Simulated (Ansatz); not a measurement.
Two G0W0 runs on HfIN (layers cut from the bulk crystal).

The cell holds 12 atoms: 4 I, 4 Hf and 4 N. Its edges and angles: a = 3.639 Å, b = 3.639 Å, c = 57.100 Å, α = 90.0°, β = 90.0°, γ = 120.0°. It derives from HfIN. Regions: layer 1, 6 atoms (2 I, 2 Hf and 2 N); layer 2, 6 atoms (2 I, 2 Hf and 2 N). Vacuum lies along c.

```xyz
12
Lattice="3.6387 0.0000 0.0000 -1.8193 3.1512 0.0000 0.0000 0.0000 57.1000" Properties=species:S:1:pos:R:3
I     1.4934    1.2386   20.0634
Hf   -0.3259    2.2890   22.2352
N     3.3128    0.1882   22.6312
N    -0.3259    2.2890   24.3684
Hf    3.3128    0.1882   24.7641
I     1.4934    1.2386   26.9286
I     3.3128    0.1882   30.1714
Hf    1.4934    1.2386   32.3359
N    -0.3259    2.2890   32.7316
N     1.4934    1.2386   34.4688
Hf   -0.3259    2.2890   34.8648
I     3.3128    0.1882   37.0366
```

The structure was relaxed with PBEsol-D3(BJ). The runs that relaxed it are not among those shown. Spin-orbit coupling is left out unless a run names it.

The first (Ansatz 0.2.0; start PBEsol, 6×6×1 mesh, 779 empty bands, screening to 65 eV, PAW set soft_1 files; 1 × NVIDIA H100 80GB HBM3 (shared by 6 runs) with 2 threads of AMD EPYC 7R13 (Zen 3), shared host) gave, on its mesh: starting gap 0.86 eV, G0W0 gap 2.16 eV, mean of 1 + 4πα/V (set by the cell height) 2.70, 1.7 min.

Question: The second changes empty bands from 779 to 321 and screening cutoff (eV) from 65.0 to 36. What does it give?

It gave: starting gap 0.86 eV, G0W0 gap 2.05 eV, mean of 1 + 4πα/V (set by the cell height) 2.72, 50 s. The G0W0 gap moves by −0.10 eV, +0.00 eV from the start and −0.10 eV from the correction. Σc changes by +0.36 eV at the valence top and +0.26 eV at the conduction bottom, and Σx − Vxc between them by +0.00 eV.

Limits: not at the basis limit; coarse mesh for a sheet; no spin-orbit coupling.

[Paths, hosts, dates, memory and timing lines, banners, echoed tables and standing remarks are left out of the program output.]

[Logs are printed without paths, hosts, clocks, repeated set-up lines and the standing remarks that a program may print on its own settings, such as how far it seeks lower states.]

[Runs of the session that timed out or met a known fault of the program may be left out.]

[Cells called generated may have been cut or substituted from an entry of the Crystallography Open Database or the Materials Project.]

[Hosts, paths, dates, database ids (printed as entryN), source tags and the programs' standing remarks are cut or masked in the printed files.]
